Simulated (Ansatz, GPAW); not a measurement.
# Mg/Ir(100) in an electric field, part 2 of 2

Aim: the dipole that a field along the normal induces in Mg/Ir(100).

GPAW 26.7.0 and Ansatz 0.2.0; Ansatz plane waves; slab in vacuum with a dipole correction, relaxation (the session's first sound run).

So far, upper work function (eV): step 2 (relaxation) 4.04.

## (3) The slab's potential

With the geometry fixed, the planar mean of the potential gives the vacuum level on each side.

This step: GPAW, PAW setups; slab in vacuum (GPAW 26.7.0).

run.py

```python
import json
import numpy as np
from ase import Atoms
from gpaw import GPAW, PW

slab = Atoms(
    ['Ir', 'Ir', 'Ir', 'Ir', 'Mg'],
    positions=[
        [1.35765, 1.35765, 8.00000],
        [0.00000, 0.00000, 9.92000],
        [1.35765, 1.35765, 11.87711],
        [0.00000, 0.00000, 13.78891],
        [1.35765, 1.35765, 15.76099]],
    cell=[[2.71529, 0.0, 0.0], [0.0, 2.71529, 0.0], [0.0, 0.0, 24.01413]],
    pbc=[True, True, False])

slab.calc = GPAW(mode=PW(400), xc='PBE', kpts={'size': (12, 12, 1), 'gamma': True},
                 occupations={'name': 'fermi-dirac', 'width': 0.1}, nbands='140%',
                 convergence={'density': 1e-05}, maxiter=200,
                 poissonsolver={'dipolelayer': 'xy'},
                 symmetry={'tolerance': 1e-3}, txt='slab.txt')
result = {}
energy = slab.get_potential_energy()
fermi = slab.calc.get_fermi_level()
v = slab.calc.get_electrostatic_potential().mean((0, 1)) - fermi
n = slab.calc.get_pseudo_density().mean((0, 1))
L = slab.cell[2, 2]
z = np.arange(len(v)) * L / len(v)
low, high = slab.positions[:, 2].min(), slab.positions[:, 2].max()
below, above = np.interp([low - 5.8, high + 5.8], z, v)
slopes = [np.interp(x, z, np.gradient(v, z)) for x in (low - 5.8, high + 5.8)]
eps = np.array([[slab.calc.get_eigenvalues(k, s) for k in range(len(slab.calc.get_ibz_k_points()))]
                for s in range(slab.calc.get_number_of_spins())]) - fermi
top, bottom = eps[eps < 0].max(), eps[eps > 0].min()
dipole = slab.get_dipole_moment()[2]
print(f'energy {energy:.4f} eV, Fermi level {fermi:.4f} eV, dipole {dipole:.5f} e A')
print(f'potential 5.8 A off the faces, from the Fermi level: lower {below:.4f} eV, upper {above:.4f} eV')
print(f'slope of the potential there: lower {slopes[0]:.5f}, upper {slopes[1]:.5f} eV/A')
print(f'nearest levels on the mesh: {top:.4f} and {bottom:.4f} eV')
print('magnetic moment', round(slab.get_magnetic_moment(), 3))
result.update(energy=energy, fermi=fermi, dipole=dipole, below=below, above=above, slopes=slopes, edges=[top, bottom],
              z=z.tolist(), v=v.tolist(), n=n.tolist(), positions=slab.positions.tolist(),
              forces=slab.get_forces(apply_constraint=False).tolist(), moments=slab.get_magnetic_moments().tolist())
json.dump(result, open('result.json', 'w'))
```

Run with:

```bash
$ OMP_NUM_THREADS=1 OPENBLAS_NUM_THREADS=1 python run.py
```

Output:

```text
energy -37.3532 eV, Fermi level 2.4513 eV, dipole 0.06123 e A
potential 5.8 A off the faces, from the Fermi level: lower 5.5456 eV, upper 4.0444 eV
slope of the potential there: lower -0.00010, upper 0.00037 eV/A
nearest levels on the mesh: -0.0143 and 0.0047 eV
magnetic moment 0.0
```

Wall time 1.9 min (1 thread of Intel Xeon Platinum 8488C (Sapphire Rapids), shared host); peak memory 0.25 GiB.

Numbers from this step:

- dipole along the normal: 0.06123 e·Å
- levels nearest the Fermi level on the mesh: -0.01433, 0.004682 eV from the Fermi level
- upper work function: 4.044 eV
- lower work function: 5.546 eV

The electrostatic potential energy of an electron (without an applied field's), less the Fermi level, planar mean oscillates, so the rows of the table below give means over windows of 1.93 Å about each position, cut where the curve ends. Its maxima inside the range that stand out by 2 % of the span (Å: eV): 1.2: 5.55, 9.0: -4.40, 10.9: -4.19, 12.9: -4.67, 14.9: -2.20. Its minima: 8.0: -25.9, 10.0: -26.4, 11.9: -26.6, 13.8: -26.1, 15.8: -12.3.

Table of electrostatic potential energy of an electron (without an applied field's), less the Fermi level, planar mean by z; means over each step:

| z (Å) | electrostatic potential energy of an electron (without an applied field's), less the Fermi level, planar mean (eV) |
| --- | --- |
| 0.96 | 5.47 |
| 2.90 | 5.55 |
| 4.83 | 5.51 |
| 6.76 | -0.393 |
| 8.69 | -14.4 |
| 10.62 | -14.4 |
| 12.55 | -14.9 |
| 14.48 | -11.9 |
| 16.41 | -4.69 |
| 18.34 | 3.70 |
| 20.27 | 4.04 |
| 22.20 | 4.04 |

The pseudo valence density, planar mean oscillates, so the rows of the table below give means over windows of 1.93 Å about each position, cut where the curve ends. Its maxima inside the range that stand out by 2 % of the span (Å: e/Å³): 7.9: 1.95, 9.9: 1.97, 11.8: 1.94, 13.7: 1.96, 15.7: 1.71. Its minima: 9.0: 0.491, 10.9: 0.468, 12.9: 0.492, 15.0: 0.250.

Pseudo valence density, planar mean against z; means over each step:

| z (Å) | pseudo valence density, planar mean (e/Å³) |
| --- | --- |
| 2.90 | 7.5e-6 |
| 4.83 | 0.00139 |
| 6.76 | 0.276 |
| 8.69 | 1.06 |
| 10.62 | 1.03 |
| 12.55 | 1.07 |
| 14.48 | 0.898 |
| 16.41 | 0.577 |
| 18.34 | 0.00798 |
| 20.27 | 1.4e-4 |

Force by atom:

| atom | x (eV/Å) | y (eV/Å) | z (eV/Å) | size |
| --- | --- | --- | --- | --- |
| Ir1 | 0.000 | 0.000 | 0.688 | 0.688 |
| Ir2 | 0.000 | 0.000 | -0.654 | 0.654 |
| Ir3 | 0.000 | 0.000 | -0.001 | 0.001 |
| Ir4 | 0.000 | 0.000 | -0.036 | 0.036 |
| Mg5 | 0.000 | 0.000 | 0.003 | 0.003 |

The potential is flat to 3.7e-4 eV/Å where it is read, so the vacuum is wide enough. The geometry is the other program's minimum; here the largest force on a free atom is 0.036 eV/Å.

## (4) Field on

A uniform field along the normal polarises the slab; the atoms stay fixed, so this is the electronic response alone.

Edit run.py of step 3 so:

```diff
@@ -4,2 +4,3 @@
 from gpaw import GPAW, PW
+from gpaw.external import ConstantElectricField
 
@@ -20,2 +21,3 @@
                  poissonsolver={'dipolelayer': 'xy'},
+                 external=ConstantElectricField(-0.2, [0, 0, 1]),
                  symmetry={'tolerance': 1e-3}, txt='slab.txt')
```

Output:

```text
energy -37.3502 eV, Fermi level 2.4375 eV, dipole -0.03298 e A
potential 5.8 A off the faces, from the Fermi level: lower 4.4178 eV, upper 5.2269 eV
slope of the potential there: lower -0.00008, upper 0.00062 eV/A
nearest levels on the mesh: -0.0141 and 0.0049 eV
magnetic moment 0.0
```

Run time: 3.9 min. Hardware: 1 thread; peak memory 0.45 GiB.

Numbers from this step:

| Quantity | Value |
| --- | --- |
| dipole along the normal | -0.03298 e·Å |
| levels nearest the Fermi level on the mesh | -0.01412, 0.004894 eV from the Fermi level |
| potential below the slab, the applied field's own ramp left out | 4.418 eV from the Fermi level |
| potential above the slab, the applied field's own ramp left out | 5.227 eV from the Fermi level |

The electrostatic potential energy of an electron (without an applied field's), less the Fermi level, planar mean oscillates, so the rows of the table below give means over windows of 1.93 Å about each position, cut where the curve ends. Its maxima inside the range that stand out by 2 % of the span (Å: eV): 9.0: -5.00, 10.9: -4.41, 12.9: -4.50, 14.9: -1.61. Its minima: 8.0: -26.6, 10.0: -26.9, 11.9: -26.7, 13.8: -25.8, 15.8: -11.5.

Table of electrostatic potential energy of an electron (without an applied field's), less the Fermi level, planar mean by z; means over each step:

z (Å), electrostatic potential energy of an electron (without an applied field's), less the Fermi level, planar mean (eV) and a bar from the least value:
```
     0.96        4.5 #############################
     2.90        4.4 #############################
     4.83        4.4 #############################
     6.76       -1.4 ####################
     8.69      -15.1 
    10.62      -14.7 #
    12.55      -14.8 
    14.48      -11.4 #####
    16.41       -3.8 #################
    18.34        4.8 #############################
    20.27        5.2 ##############################
    22.20        5.2 ##############################
```

Force by atom:

| atom | x (eV/Å) | y (eV/Å) | z (eV/Å) | size |
| --- | --- | --- | --- | --- |
| Ir1 | 0.000 | 0.000 | 0.685 | 0.685 |
| Ir2 | 0.000 | 0.000 | -0.656 | 0.656 |
| Ir3 | 0.000 | 0.000 | -0.005 | 0.005 |
| Ir4 | 0.000 | 0.000 | -0.041 | 0.041 |
| Mg5 | 0.000 | 0.000 | 0.006 | 0.006 |

The dipole is now -0.0330 e Å, against 0.061 in the run without a field.

## (5) Field on

Edit run.py of step 4 so:

```diff
@@ -21,3 +21,3 @@
                  poissonsolver={'dipolelayer': 'xy'},
-                 external=ConstantElectricField(-0.2, [0, 0, 1]),
+                 external=ConstantElectricField(-0.1, [0, 0, 1]),
                  symmetry={'tolerance': 1e-3}, txt='slab.txt')
```

Output:

```text
energy -37.3494 eV, Fermi level 2.4450 eV, dipole 0.01410 e A
potential 5.8 A off the faces, from the Fermi level: lower 4.9804 eV, upper 4.6341 eV
slope of the potential there: lower -0.00010, upper 0.00048 eV/A
nearest levels on the mesh: -0.0143 and 0.0052 eV
magnetic moment 0.0
```

The job ended after 5 min (1 thread; peak memory 0.45 GiB).

This step gave:

```
dipole along the normal                                         : 0.01410 e·Å
levels nearest the Fermi level on the mesh                      : -0.01426, 0.005196 eV from the Fermi level
potential below the slab, the applied field's own ramp left out : 4.980 eV from the Fermi level
potential above the slab, the applied field's own ramp left out : 4.634 eV from the Fermi level
```

The electrostatic potential energy of an electron (without an applied field's), less the Fermi level, planar mean oscillates, so the rows of the table below give means over windows of 1.93 Å about each position, cut where the curve ends. Its maxima inside the range that stand out by 2 % of the span (Å: eV): 9.0: -4.70, 10.9: -4.30, 12.9: -4.59, 14.9: -1.90. Its minima: 8.0: -26.3, 10.0: -26.6, 11.9: -26.7, 13.8: -25.9, 15.8: -11.9.

The electrostatic potential energy of an electron (without an applied field's), less the Fermi level, planar mean by z; means over each step:

z (Å), electrostatic potential energy of an electron (without an applied field's), less the Fermi level, planar mean (eV) and a bar from the least value:
```
     0.96        5.0 ##############################
     2.90        5.0 ##############################
     4.83        4.9 ##############################
     6.76       -0.9 #####################
     8.69      -14.7 
    10.62      -14.5 
    12.55      -14.8 
    14.48      -11.7 #####
    16.41       -4.2 ################
    18.34        4.3 #############################
    20.27        4.6 #############################
    22.20        4.6 #############################
```

Force by atom:

| atom | x (eV/Å) | y (eV/Å) | z (eV/Å) | size |
| --- | --- | --- | --- | --- |
| Ir1 | 0.000 | 0.000 | 0.691 | 0.691 |
| Ir2 | 0.000 | 0.000 | -0.653 | 0.653 |
| Ir3 | 0.000 | 0.000 | -0.001 | 0.001 |
| Ir4 | 0.000 | 0.000 | -0.038 | 0.038 |
| Mg5 | 0.000 | 0.000 | 0.005 | 0.005 |

The dipole is now 0.0141 e Å, against 0.061 in the run without a field.

## (6) Field on

Edit run.py of step 5 so:

```diff
@@ -21,3 +21,3 @@
                  poissonsolver={'dipolelayer': 'xy'},
-                 external=ConstantElectricField(-0.1, [0, 0, 1]),
+                 external=ConstantElectricField(-0.05, [0, 0, 1]),
                  symmetry={'tolerance': 1e-3}, txt='slab.txt')
```

Output:

```text
energy -37.3507 eV, Fermi level 2.4484 eV, dipole 0.03766 e A
potential 5.8 A off the faces, from the Fermi level: lower 5.2630 eV, upper 4.3385 eV
slope of the potential there: lower -0.00010, upper 0.00042 eV/A
nearest levels on the mesh: -0.0142 and 0.0049 eV
magnetic moment 0.0
```

Elapsed: 5.2 min, on 1 thread; peak memory 0.45 GiB.

## (7) Field on

Edit run.py of step 6 so:

```diff
@@ -21,3 +21,3 @@
                  poissonsolver={'dipolelayer': 'xy'},
-                 external=ConstantElectricField(-0.05, [0, 0, 1]),
+                 external=ConstantElectricField(0.05, [0, 0, 1]),
                  symmetry={'tolerance': 1e-3}, txt='slab.txt')
```

Output:

```text
energy -37.3569 eV, Fermi level 2.4538 eV, dipole 0.08458 e A
potential 5.8 A off the faces, from the Fermi level: lower 5.8280 eV, upper 3.7519 eV
slope of the potential there: lower -0.00010, upper 0.00033 eV/A
nearest levels on the mesh: -0.0144 and 0.0050 eV
magnetic moment 0.0
```

Elapsed: 4.1 min, on 1 thread; peak memory 0.45 GiB.

The electrostatic potential energy of an electron (without an applied field's), less the Fermi level, planar mean oscillates, so the rows of the table below give means over windows of 2.04 Å about each position, cut where the curve ends. Its maxima inside the range that stand out by 2 % of the span (Å: eV): 1.2: 5.83, 8.9: -4.25, 10.9: -4.14, 12.9: -4.72, 14.9: -2.34. Its minima: 8.0: -25.7, 10.0: -26.3, 11.9: -26.6, 13.8: -26.2, 15.8: -12.5.

Table of electrostatic potential energy of an electron (without an applied field's), less the Fermi level, planar mean by z; means over each step:

| z (Å) | electrostatic potential energy of an electron (without an applied field's), less the Fermi level, planar mean (eV) |
| --- | --- |
| 1.02 | 5.73 |
| 3.06 | 5.83 |
| 5.10 | 5.75 |
| 7.14 | -6.22 |
| 9.18 | -14.9 |
| 11.22 | -14.7 |
| 13.26 | -14.8 |
| 15.30 | -7.37 |
| 17.34 | 1.25 |
| 19.38 | 3.71 |
| 21.42 | 3.75 |
| 23.46 | 3.82 |

## (8) Field on

Edit run.py of step 7 so:

```diff
@@ -21,3 +21,3 @@
                  poissonsolver={'dipolelayer': 'xy'},
-                 external=ConstantElectricField(0.05, [0, 0, 1]),
+                 external=ConstantElectricField(0.1, [0, 0, 1]),
                  symmetry={'tolerance': 1e-3}, txt='slab.txt')
```

Output:

```text
energy -37.3617 eV, Fermi level 2.4562 eV, dipole 0.10812 e A
potential 5.8 A off the faces, from the Fermi level: lower 6.1124 eV, upper 3.4586 eV
slope of the potential there: lower -0.00011, upper 0.00029 eV/A
nearest levels on the mesh: -0.0144 and 0.0044 eV
magnetic moment 0.0
```

Elapsed: 3.7 min, on 1 thread; peak memory 0.46 GiB.

The dipole is now 0.108 e Å, against 0.061 in the run without a field.

## (9) Field on

Edit run.py of step 8 so:

```diff
@@ -21,3 +21,3 @@
                  poissonsolver={'dipolelayer': 'xy'},
-                 external=ConstantElectricField(0.1, [0, 0, 1]),
+                 external=ConstantElectricField(0.2, [0, 0, 1]),
                  symmetry={'tolerance': 1e-3}, txt='slab.txt')
```

Output:

```text
energy -37.3750 eV, Fermi level 2.4600 eV, dipole 0.15501 e A
potential 5.8 A off the faces, from the Fermi level: lower 6.6808 eV, upper 2.8761 eV
slope of the potential there: lower -0.00012, upper 0.00023 eV/A
nearest levels on the mesh: -0.0145 and 0.0039 eV
magnetic moment 0.0
```

The job ended after 3.9 min (1 thread; peak memory 0.45 GiB).

The dipole is now 0.155 e Å, against 0.061 in the run without a field.

## (10) In a field

Edit run.py of step 9 so:

```diff
@@ -21,3 +21,3 @@
                  poissonsolver={'dipolelayer': 'xy'},
-                 external=ConstantElectricField(0.2, [0, 0, 1]),
+                 external=ConstantElectricField(0.3, [0, 0, 1]),
                  symmetry={'tolerance': 1e-3}, txt='slab.txt')
```

Output:

```text
energy -37.3929 eV, Fermi level 2.4624 eV, dipole 0.20183 e A
potential 5.8 A off the faces, from the Fermi level: lower 7.2510 eV, upper 2.2972 eV
slope of the potential there: lower -0.00014, upper 0.00019 eV/A
nearest levels on the mesh: -0.0145 and 0.0036 eV
magnetic moment 0.0
```

Wall time 3.9 min (1 thread); peak memory 0.45 GiB.

The electrostatic potential energy of an electron (without an applied field's), less the Fermi level, planar mean oscillates, so the rows of the table below give means over windows of 2.04 Å about each position, cut where the curve ends. Its maxima inside the range that stand out by 2 % of the span (Å: eV): 1.8: 7.25, 8.9: -3.47, 10.9: -3.87, 12.9: -4.93, 14.9: -3.07. Its minima: 8.0: -24.7, 10.0: -25.8, 11.9: -26.6, 13.8: -26.7, 15.8: -13.4.

Electrostatic potential energy of an electron (without an applied field's), less the Fermi level, planar mean against z; means over each step:

| z (Å) | electrostatic potential energy of an electron (without an applied field's), less the Fermi level, planar mean (eV) |
| --- | --- |
| 1.02 | 7.02 |
| 3.06 | 7.25 |
| 5.10 | 7.16 |
| 7.14 | -5.01 |
| 9.18 | -14.2 |
| 11.22 | -14.5 |
| 13.26 | -15.1 |
| 15.30 | -8.20 |
| 17.34 | -0.0473 |
| 19.38 | 2.27 |
| 21.42 | 2.30 |
| 23.46 | 2.46 |

The dipole is now 0.202 e Å, against 0.061 in the run without a field.

## (11) The series

The members are put on one axis.

This step: induced dipole against applied field (GPAW 26.7.0).

Dipole along the normal against field:

| field (V/Å) | dipole along the normal (e·Å) |
| --- | --- |
| -0.200 | -0.0330 |
| -0.100 | 0.0141 |
| -0.050 | 0.0377 |
| 0.000 | 0.0612 |
| 0.050 | 0.0846 |
| 0.100 | 0.108 |
| 0.200 | 0.155 |
| 0.300 | 0.202 |

## (12) Results

* work function, upper and lower face: 4.044 and 5.546 eV
* dipole along the normal: 0.0612 e Å
* induced dipole per field: 0.470 e Å per V/Å
* out-of-plane polarisability per area, α/(ε0 A): 11.5 Å

**Reading.** The field induces 0.470 e Å per V/Å, a polarisable thickness α/(ε0 A) of 11.5 Å beside 7.76 Å between the outermost nuclei. A perfect conductor would give the distance between its two image planes; a dielectric of thickness t gives t(1 - 1/ε). The two faces differ by 1.5 eV, the step that the slab's dipole makes (e p/(ε0 A) gives 1.5 eV), so the dipole layer is needed. The induced dipole is linear in the field over this range. The cell of 7.37 Å² holds one Mg, started on one chosen site; other sites and coverages weren't tried. The in-plane lattice was kept as typed, which isn't the functional's own and leaves some strain; spin-orbit coupling and temperature are left out.

[Logs are printed without paths, hosts, clocks, repeated set-up lines and the standing remarks that a program may print on its own settings, such as how far it seeks lower states.]

[Hosts, paths, dates, database ids (printed as entryN), source tags and the programs' standing remarks are cut or masked in the printed files.]
